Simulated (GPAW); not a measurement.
## Core-hole calculation of the Sc L₃ edge in Sc3In (Pm-3m)

Aim: the near-edge shape at the Sc L₃ edge of Sc3In (Pm-3m), and what the core hole does to it.

Main program and level: GPAW 26.7.0; X-ray absorption from dipole matrix elements to empty bands, plane-wave PAW LDA.

## (1) Set-up

The structure is cubic, space group Pm-3m (No. 221). Conventional cell: a = 4.530 Å, b = 4.530 Å, c = 4.530 Å, α = 90.00°, β = 90.00°, γ = 90.00°. Nearest to In lie 12 Sc at 3.20 Å. Nearest to Sc lie 4 In at 3.20 Å and 8 Sc at 3.20 Å. Farther neighbours are not listed.

As a file:

```cif
data_structure
_symmetry_space_group_name_H-M 'P 1'
_symmetry_Int_Tables_number 1
_cell_length_a 4.5304
_cell_length_b 4.5304
_cell_length_c 4.5304
_cell_angle_alpha 90.000
_cell_angle_beta 90.000
_cell_angle_gamma 90.000
_cell_volume 92.98
loop_
_atom_site_label
_atom_site_type_symbol
_atom_site_fract_x
_atom_site_fract_y
_atom_site_fract_z
_atom_site_occupancy
In1 In 0.00000 0.00000 0.00000 1
Sc2 Sc 0.00000 0.50000 0.50000 1
Sc3 Sc 0.50000 0.00000 0.50000 1
Sc4 Sc 0.50000 0.50000 0.00000 1
```

## (2) Ground state of the crystal

The ground state comes first: it tells whether the system has a gap, which decides how the excited electron is treated.

Input file scf.py:

```python
import numpy as np
from ase import Atoms
from ase.parallel import parprint, paropen
from gpaw import GPAW, PW, FermiDirac, Mixer, MixerDif, setup_paths
from gpaw.test import gen
setup_paths.insert(0, '.')
gen('Sc', name='nch2p', xcname='LDA', corehole=(2, 1, 0), write_xml=True)
from gpaw.mpi import world
world.barrier()

atoms = Atoms('InSc3',
    cell=[[4.53040882, 0, 0],
     [0, 4.53040882, 0],
     [0, 0, 4.53040882]],
    scaled_positions=[[0, 0, 0],
     [0, 0.5, 0.5],
     [0.5, 0, 0.5],
     [0.5, 0.5, 0]],
    pbc=True)
atoms.calc = calc = GPAW(legacy_gpaw=True, mode=PW(430, force_complex_dtype=True), xc='LDA', setups={1: 'nch2p'},
    kpts={'size': (6, 6, 6), 'gamma': True}, occupations=FermiDirac(0.05),
    charge=0, mixer=Mixer(0.1, 5, 50), maxiter=150,
    convergence={'density': 0.0001, 'eigenstates': 1e-6}, txt='scf.txt')
energy = atoms.get_potential_energy() + calc.get_reference_energy()
ef = calc.get_fermi_level()
out = dict(energy=energy, fermi=ef, forces=atoms.get_forces().tolist())
parprint(f'all-electron energy {energy:.4f} eV, Fermi level {ef:.4f} eV')
ev = np.array([[calc.get_eigenvalues(k, s) for k in range(len(calc.get_ibz_k_points()))] for s in range(calc.get_number_of_spins())])
out['homo'], out['lumo'], out['counts'] = ev[ev < ef].max(), ev[ev > ef].min(), sorted(set((ev < ef).sum((0, 2)).tolist()))
out['filled'] = (ev[:, 0] < ef).sum(1).tolist()
import json
with paropen('out.json', 'w') as f:
    json.dump(out, f)
```

Command:

```
OMP_NUM_THREADS=1 mpirun -n 2 gpaw python scf.py
```

Numbers of over 12 decimals in the logs are rounded to 6 here.

The log of the run:

```text
Input parameters:
  convergence: {density: 0.0001,
                eigenstates: 1e-06}
  kpts: {gamma: True,
         size: (6, 6, 6)}
  maxiter: 150
  mixer: {backend: pulay,
          beta: 0.1,
          method: separate,
          nmaxold: 5,
          weight: 50}
  mode: {ecut: 430.0,
         force_complex_dtype: True,
         name: pw}
  occupations: {fixmagmom: False,
                name: fermi-dirac,
                width: 0.05}
  setups: {1: nch2p}

Initialize ...

[... PAW data sets ...]

Reference energy: -222059.175059  # eV

Spin-paired calculation

[... convergence settings ...]
Symmetries present (total): 16
  [... symmetry matrices ...]

216 k-points: 6 x 6 x 6 Monkhorst-Pack grid + [1/12,1/12,1/12]
40 k-points in the irreducible part of the Brillouin zone
       k-points in crystal coordinates                weights
   0:     0.00000000    0.00000000    0.00000000          1/216
   1:     0.00000000    0.16666667    0.00000000          4/216
   2:     0.00000000    0.16666667    0.16666667          4/216
   3:     0.00000000    0.33333333    0.00000000          4/216
   4:     0.00000000    0.33333333    0.16666667          8/216
   5:     0.00000000    0.33333333    0.33333333          4/216
   6:     0.00000000    0.50000000    0.00000000          2/216
   7:     0.00000000    0.50000000    0.16666667          4/216
   8:     0.00000000    0.50000000    0.33333333          4/216
   9:     0.00000000    0.50000000    0.50000000          1/216
          ...
  39:     0.50000000    0.50000000    0.50000000          1/216

Wave functions: Plane wave expansion
  Cutoff energy: 430.000 eV
  Number of coefficients (min, max): 1856, 1924
  Pulay-stress correction: 0.000000 eV/Ang^3 (de/decut=0.000000)
  Using FFTW library
  Wavefunction extrapolation:
    Improved wavefunction reuse through dual PAW basis

Occupation numbers: Fermi-Dirac:
  width: 0.0500  # eV

Eigensolver
   Davidson(niter=2)

Densities:
  Coarse grid: 24*24*24 grid
  Fine grid: 48*48*48 grid
  Total Charge: 0.000000

Density mixing:
  Method: separate
  Backend: pulay
  Linear mixing parameter: 0.1
  old densities: 5
  Width of damping distribution: 1.1
  Damping of long wavelength oscillations: 50

[... Hamiltonian set-up ...]
Number of atoms: 4
Number of atomic orbitals: 48
Number of bands in calculation: 32
Number of valence electrons: 46
Bands to converge: occupied

... initialized

Initializing position-dependent things.

Density initialized from atomic densities
Creating initial wave functions:
  32 bands from LCAO basis set

Positions:
   0 In     0.000000    0.000000    0.000000    ( 0.0000,  0.0000,  0.0000)
   1 Sc     0.000000    2.265204    2.265204    ( 0.0000,  0.0000,  0.0000)
   2 Sc     2.265204    0.000000    2.265204    ( 0.0000,  0.0000,  0.0000)
   3 Sc     2.265204    2.265204    0.000000    ( 0.0000,  0.0000,  0.0000)

Unit cell:
           periodic     x           y           z      points  spacing
  1. axis:    yes    4.530409    0.000000    0.000000    24     0.1888
  2. axis:    yes    0.000000    4.530409    0.000000    24     0.1888
  3. axis:    yes    0.000000    0.000000    4.530409    24     0.1888

  Lengths:   4.530409   4.530409   4.530409
  Angles:   90.000000  90.000000  90.000000

Effective grid spacing dv^(1/3) = 0.1888

iter:   1   -20.381979
iter:   2   -20.405157   -0.25  -1.49
iter:   3   -20.300459   -0.43  -1.54
iter:   4   -20.250192   -0.96  -2.14
iter:   5   -20.622011   -0.92  -2.07
iter:   6   -20.220402   -1.13  -1.84
iter:   7   -20.226386   -1.91  -2.83
iter:   8   -20.227479c  -2.36  -3.26
iter:   9   -20.227739c  -2.63  -3.26
iter:  10   -20.227428c  -2.64  -3.24
[... 42 further cycles ...]
iter:  53   -20.227540c  -5.64  -7.02c
iter:  54   -20.227540c  -5.68  -7.08c
iter:  55   -20.227540c  -5.73  -7.18c
iter:  56   -20.227540c  -5.77  -7.27c
iter:  57   -20.227540c  -5.81  -7.36c
iter:  58   -20.227540c  -5.86  -7.44c
iter:  59   -20.227540c  -5.90  -7.60c
iter:  60   -20.227540c  -5.94  -7.61c
iter:  61   -20.227540c  -5.99  -7.61c
iter:  62   -20.227540c  -6.03c -7.60c

Converged after 62 iterations.

Dipole moment: (0.000000, -0.000000, 0.000000) |e|*Ang

Energy contributions relative to reference atoms: (reference = -222059.175059)

Kinetic:         +0.719952
Potential:       +0.834916
External:        +0.000000
XC:             -22.581065
Entropy (-ST):   -0.070549
Local:           +0.833932
SIC:             +0.000000
--------------------------
Free energy:    -20.262815
Extrapolated:   -20.227540

Showing only first 2 kpts
 Kpt  Band  Eigenvalues  Occupancy
  0    21      6.12870    1.99433
  0    22      6.12870    1.99433
  0    23      6.12870    1.99433
  0    24      6.90189    0.00014

  1    21      5.96714    1.99978
  1    22      5.96714    1.99978
  1    23      6.19481    1.97889
  1    24      6.94067    0.00006

Fermi level: 6.42183

No gap
No difference between direct/indirect transitions

Forces in eV/Ang:
  0 In    0.00000    0.00000    0.00000
  1 Sc    0.00000    0.00000    0.00000
  2 Sc    0.00000    0.00000    0.00000
  3 Sc   -0.00000    0.00000    0.00000
Scalar-relativistic atomic LDA calculation for Sc (Scandium, Z=21)
Core hole in 2p state (2p occupation: 6.0)
600 radial gridpoints.
|------------------------------------------------|
|------------------------------------------------|
[... the atom generator's iteration count ...]

Energy contributions:
-------------------------
Kinetic:     +767.457608
XC:           -37.092069
Potential:  -1492.606323
-------------------------
Total:       -762.240784

state      eigenvalue         ekin         rmax
-----------------------------------------------
1s^2.0 :  -161.115533   213.479235        0.048
2s^2.0 :   -17.378234    36.310250        0.284
2p^6.0 :   -14.259882    35.282801        0.232
3s^2.0 :    -2.010394     7.346128        0.926
3p^6.0 :    -1.233599     6.170333        0.967
3d^1.0 :    -0.125875     2.904225        1.096
4s^2.0 :    -0.157729     0.781674        3.069
4p^0.0 :    -0.055869     0.428549        4.035
-----------------------------------------------
(units: Bohr and Hartree)

Generating PAW setup
Kinetic energy of the core from tauc = 714.815722
Cutoffs:
rc(s)=2.320
rc(p)=2.420
rc(d)=2.260
rc(vbar)=2.260
rc(comp)=2.320
rc(nct)=2.420

Kinetic energy of the core states: 711.275779
Charge: 0.0
Core electrons: 10.0
Valence electrons: 11.0
Pseudo-core charge: 0.000003
Shape function alpha=1.858
Pseudo-electron charge 5.370589
state    eigenvalue         norm
--------------------------------
3s(2) :    -2.010394     0.485647
4s(2) :    -0.157729     0.974367
3p(6) :    -1.233599     0.308068
4p(0) :    -0.055869     0.980668
3d(1) :    -0.125875     0.602148
*d    :     0.874125
--------------------------------

Diagonalizing with gridspacing h=0.050

state   all-electron     PAW
-------------------------------
3s:      -2.010394    -2.010857
3p:      -1.233599    -1.234662
3d:      -0.125875    -0.126424
*f:                    0.063053
-------------------------------
all-electron energy -222079.4026 eV, Fermi level 6.4218 eV
```

Wall time 81 s (2 MPI ranks of Arm Neoverse V2, shared host); peak memory 0.22 GiB.

The mesh shows no gap, so the system is treated as a metal and the core electron is put at the Fermi level (neutral cell).

## (3) Spectrum without a core hole, Sc atom 2

Without a hole the spectrum is the empty density of states of the right symmetry on the absorber, weighted by matrix elements. It needs only the small cell and serves as the baseline. The data set with a hole of occupation 0 only carries the core orbital.

The absorber has 1 Sc at 3.20 Å, 1 In at 3.20 Å, 2 Sc at 3.20 Å, 1 In at 3.20 Å, 1 Sc at 3.20 Å, 1 In at 3.20 Å, 1 Sc at 3.20 Å, 1 In at 3.20 Å and 3 Sc at 3.20 Å (cuboctahedral, site symmetry 4/mmm).

Input file xas.py:

```python
import numpy as np
from ase import Atoms
from ase.parallel import parprint, paropen
from gpaw import GPAW, PW, FermiDirac, Mixer, MixerDif, setup_paths
from gpaw.test import gen
setup_paths.insert(0, '.')
gen('Sc', name='nch2p', xcname='LDA', corehole=(2, 1, 0), write_xml=True)
from gpaw.mpi import world
world.barrier()

atoms = Atoms('InSc3',
    cell=[[4.53040882, 0, 0],
     [0, 4.53040882, 0],
     [0, 0, 4.53040882]],
    scaled_positions=[[0, 0, 0],
     [0, 0.5, 0.5],
     [0.5, 0, 0.5],
     [0.5, 0.5, 0]],
    pbc=True)
atoms.calc = calc = GPAW(legacy_gpaw=True, mode=PW(430, force_complex_dtype=True), xc='LDA', setups={1: 'nch2p'},
    kpts={'size': (8, 8, 8), 'gamma': True}, occupations=FermiDirac(0.1),
    charge=0, mixer=Mixer(0.1, 5, 50), maxiter=150,
    convergence={'density': 0.0001, 'eigenstates': 1e-6}, txt='scf.txt')
energy = atoms.get_potential_energy() + calc.get_reference_energy()
ef = calc.get_fermi_level()
out = dict(energy=energy, fermi=ef, forces=atoms.get_forces().tolist())
parprint(f'all-electron energy {energy:.4f} eV, Fermi level {ef:.4f} eV')
ev = np.array([[calc.get_eigenvalues(k, s) for k in range(len(calc.get_ibz_k_points()))] for s in range(calc.get_number_of_spins())])
out['homo'], out['lumo'], out['counts'] = ev[ev < ef].max(), ev[ev > ef].min(), sorted(set((ev < ef).sum((0, 2)).tolist()))
out['filled'] = (ev[:, 0] < ef).sum(1).tolist()

from ase.units import Ha
from gpaw.xas import dipole_matrix_elements
nb = int(calc.get_number_of_electrons() / 2) + 73
top, nb = nb, nb + 8 + nb // 12
nscf = calc.fixed_density(kpts={'size': (5, 5, 5), 'gamma': True}, nbands=nb,
    convergence={'bands': top, 'eigenstates': 1e-5}, maxiter=60, txt='nscf.txt')
cell = atoms.cell.array
ops = [cell.T @ U.T @ np.linalg.inv(cell.T) for U in nscf.wfs.kd.symmetry.op_scc]
E = np.arange(-25, 34, 0.1)
fwhm = np.interp(E, [4, 25], [0.9, 3.5])
Y, X, zero, highest = 0, 0, 1e9, 1e9
for spin in range(nscf.get_number_of_spins()):
    wfs = nscf.wfs
    A = dipole_matrix_elements(wfs.setups[1])
    eps = np.zeros((wfs.kd.nibzkpts, nb))
    d = np.zeros((3, A.shape[1], wfs.kd.nibzkpts, nb), complex)
    for kpt in wfs.kpt_u:
        if kpt.s == spin and 1 in kpt.P_ani:
            eps[kpt.k] = kpt.eps_n * Ha
            d[:, :, kpt.k] = (kpt.weight * wfs.nspins / 2) ** 0.5 * np.inner(A, kpt.P_ani[1])
    world.sum(eps)
    world.sum(d)
    T = np.einsum('amkn,bmkn->abkn', d, d.conj()).real
    T = sum(np.einsum('ai,ijkn,bj->abkn', R, T, R) for R in ops) / len(ops)
    empty = eps > ef
    zero, highest = min(zero, eps[empty].min()), min(highest, eps[:, top - 1].min())
    lines = [(eps, T, empty)] if spin == 0 else lines + [(eps, T, empty)]
for eps, T, empty in lines:
    f = np.einsum('aakn->akn', T).reshape(3, -1)
    x = eps.ravel() - zero
    w = np.interp(x, E, fwhm) / 2.35482
    g = np.exp(-0.5 * ((E[:, None] - x) / w) ** 2) / (w * (2 * np.pi) ** 0.5)
    Y = Y + (f * empty.ravel()) @ g.T
    X = X + (f * ~empty.ravel()) @ g.T
out.update(E=E.round(2).tolist(), xas=Y.tolist(), xes=X.tolist(), zero=zero, valid=highest - zero, nk=len(eps), nb=nb)
for i in range(0, len(E), 10):
    parprint(f'{E[i]:7.2f}', *(f'{v:10.3e}' for v in Y[:, i]))
import json
with paropen('out.json', 'w') as f:
    json.dump(out, f)
```

Command:

```
OMP_NUM_THREADS=1 mpirun -n 2 gpaw python xas.py
```

The log of the run:

```text
Input parameters:
  convergence: {density: 0.0001,
                eigenstates: 1e-06}
  kpts: {gamma: True,
         size: (8, 8, 8)}
  maxiter: 150
  mixer: {backend: pulay,
          beta: 0.1,
          method: separate,
          nmaxold: 5,
          weight: 50}
  mode: {ecut: 430.0,
         force_complex_dtype: True,
         name: pw}
  occupations: {fixmagmom: False,
                name: fermi-dirac,
[...]
*d    :     0.874125
--------------------------------

Diagonalizing with gridspacing h=0.050

state   all-electron     PAW
-------------------------------
3s:      -2.010394    -2.010857
3p:      -1.233599    -1.234662
3d:      -0.125875    -0.126424
*f:                    0.063053
-------------------------------
all-electron energy -222079.4227 eV, Fermi level 6.4092 eV
[...]
32.00  3.026e-04  2.955e-04  2.955e-04
  33.00  3.467e-04  3.376e-04  3.376e-04
[key lines of the parts left out:]
Converged after 49 iterations.
Dipole moment: (-0.000000, -0.000000, -0.000000) |e|*Ang
Free energy:    -20.356221
Fermi level: 6.40920
```

It took 2.9 min on 2 MPI ranks; peak memory 0.33 GiB.

The Sc L₃ spectrum, Sc atom 2, no core hole (energy from the lowest empty level; intensity scaled to a mean of 1 over the first 20 eV):

| E (eV) | intensity |
| --- | --- |
| -2.0 | 0.00 |
| -1.4 | 0.00 |
| -0.8 | 0.06 |
| -0.2 | 0.80 |
| 0.4 | 1.70 |
| 1.0 | 1.76 |
| 1.6 | 1.88 |
| 2.2 | 4.00 |
| 2.8 | 3.79 |
| 3.4 | 2.46 |
| 4.0 | 2.79 |
| 4.6 | 1.27 |
| 5.2 | 0.48 |
| 5.8 | 0.56 |
| 6.4 | 0.74 |
| 7.0 | 0.74 |
| 7.6 | 0.82 |
| 8.2 | 0.83 |
| 8.8 | 0.63 |
| 9.4 | 0.53 |
| 10.0 | 0.54 |
| 10.6 | 0.55 |
| 11.2 | 0.54 |
| 11.8 | 0.49 |
| 12.4 | 0.44 |
| 13.0 | 0.46 |
| 13.6 | 0.51 |
| 14.2 | 0.52 |
| 14.8 | 0.47 |
| 15.4 | 0.40 |
| 16.0 | 0.36 |
| 16.6 | 0.35 |
| 17.2 | 0.38 |
| 17.8 | 0.43 |
| 18.4 | 0.50 |
| 19.0 | 0.55 |
| 19.6 | 0.58 |
| 20.2 | 0.56 |
| 20.8 | 0.52 |
| 21.4 | 0.47 |
| 22.0 | 0.43 |
| 22.6 | 0.40 |
| 23.2 | 0.38 |
| 23.8 | 0.38 |
| 24.4 | 0.38 |
| 25.0 | 0.39 |
| 25.6 | 0.39 |
| 26.2 | 0.39 |
| 26.8 | 0.39 |
| 27.4 | 0.37 |
| 28.0 | 0.36 |
| 28.6 | 0.34 |
| 29.2 | 0.33 |
| 29.8 | 0.31 |
| 30.4 | 0.31 |
| 31.0 | 0.31 |
| 31.6 | 0.32 |

Main maxima below 30 eV (height): 0.8 eV (1.84), 2.5 eV (4.44), 3.9 eV (2.85), 7.9 eV (0.86) and 19.7 eV (0.58). At an L edge the dipole rule selects empty d (and weakly s) states on the absorber, and the strong line at the onset measures the empty part of its d band. 2p–3d multiplets, which reshape such L edges, aren't in a one-electron spectrum.

The same matrix elements for filled bands give the Sc L₃ emission of Sc atom 2 (ground-state approximation; energy from the lowest empty level, largest value 1):

| E (eV) | emission |
| --- | --- |
| -24.00 | 0.00 |
| -23.25 | 0.00 |
| -22.50 | 0.00 |
| -21.75 | 0.00 |
| -21.00 | 0.00 |
| -20.25 | 0.00 |
| -19.50 | 0.00 |
| -18.75 | 0.00 |
| -18.00 | 0.00 |
| -17.25 | 0.00 |
| -16.50 | 0.00 |
| -15.75 | 0.00 |
| -15.00 | 0.00 |
| -14.25 | 0.00 |
| -13.50 | 0.00 |
| -12.75 | 0.00 |
| -12.00 | 0.00 |
| -11.25 | 0.00 |
| -10.50 | 0.00 |
| -9.75 | 0.00 |
| -9.00 | 0.00 |
| -8.25 | 0.00 |
| -7.50 | 0.00 |
| -6.75 | 0.01 |
| -6.00 | 0.02 |
| -5.25 | 0.02 |
| -4.50 | 0.00 |
| -3.75 | 0.04 |
| -3.00 | 0.12 |
| -2.25 | 0.21 |
| -1.50 | 0.58 |
| -0.75 | 0.98 |
| 0.00 | 0.53 |
| 0.75 | 0.04 |
| 1.50 | 0.00 |
| 2.25 | 0.00 |
| 3.00 | 0.00 |

Emission maxima: -0.8 eV (1.00).

## (4) Supercell without a hole, the energy reference

The photon energy needs a difference of total energies, so the cell and mesh of the coming hole run are first run without a hole.

Changes to scf.py since step 2:

```diff
@@ -10,13 +10,17 @@
 
-atoms = Atoms('InSc3',
-    cell=[[4.53040882, 0, 0],
-     [0, 4.53040882, 0],
-     [0, 0, 4.53040882]],
+atoms = Atoms('In2Sc6',
+    cell=[[4.53040882, 0, 4.53040882],
+     [0, 4.53040882, 4.53040882],
+     [-4.53040882, 0, 4.53040882]],
     scaled_positions=[[0, 0, 0],
+     [0.5, 0, 0.5],
+     [0, 0.5, 0],
+     [0.5, 0.5, 0.5],
+     [0.5, 0, 0],
+     [0, 0, 0.5],
      [0, 0.5, 0.5],
-     [0.5, 0, 0.5],
      [0.5, 0.5, 0]],
     pbc=True)
-atoms.calc = calc = GPAW(legacy_gpaw=True, mode=PW(430, force_complex_dtype=True), xc='LDA', setups={1: 'nch2p'},
-    kpts={'size': (6, 6, 6), 'gamma': True}, occupations=FermiDirac(0.05),
+atoms.calc = calc = GPAW(legacy_gpaw=True, mode=PW(430, force_complex_dtype=True), xc='LDA', setups={2: 'nch2p'},
+    kpts={'size': (4, 4, 4), 'gamma': True}, occupations=FermiDirac(0.1),
     charge=0, mixer=Mixer(0.1, 5, 50), maxiter=150,
```

Command:

```
OMP_NUM_THREADS=1 mpirun -n 2 gpaw python scf.py
```

The log of the run:

```text
Input parameters:
  convergence: {density: 0.0001,
                eigenstates: 1e-06}
  kpts: {gamma: True,
         size: (4, 4, 4)}
  maxiter: 150
  mixer: {backend: pulay,
          beta: 0.1,
          method: separate,
          nmaxold: 5,
          weight: 50}
  mode: {ecut: 430.0,
         force_complex_dtype: True,
         name: pw}
  occupations: {fixmagmom: False,
                name: fermi-dirac,
[...]
4s(2) :    -0.157729     0.974367
3p(6) :    -1.233599     0.308068
4p(0) :    -0.055869     0.980668
3d(1) :    -0.125875     0.602148
*d    :     0.874125
--------------------------------

Diagonalizing with gridspacing h=0.050

state   all-electron     PAW
-------------------------------
3s:      -2.010394    -2.010857
3p:      -1.233599    -1.234662
3d:      -0.125875    -0.126424
*f:                    0.063053
-------------------------------
all-electron energy -444158.8688 eV, Fermi level 6.4073 eV
[key lines of the parts left out:]
Converged after 54 iterations.
Dipole moment: (-0.000000, -0.000000, 0.000000) |e|*Ang
Free energy:    -40.724757
Fermi level: 6.40731
```

The job ended after 2.1 min (2 MPI ranks; peak memory 0.3 GiB; 4.2 min of CPU time).

Reference energy: -444158.869 eV with the cores included.

(Part 1 of 2 ends here.)

[Banner, clock and machine lines of the logs are left out without a mark of their own.]

[Logs are printed without paths, hosts, clocks, repeated set-up lines and the standing remarks that a program may print on its own settings, such as how far it seeks lower states.]

[Hosts, paths, dates, database ids (printed as entryN), source tags and the programs' standing remarks are cut or masked in the printed files.]

[Lists of maxima count a maximum above −3 eV only where it reaches 4 % of the highest in the window and stands out from its surroundings by 2 % of it (1.5 % where it reaches 55 %); shoulders and weaker maxima are passed over, and of the rest the first, up to two pre-edge ones and the few strongest are named.]
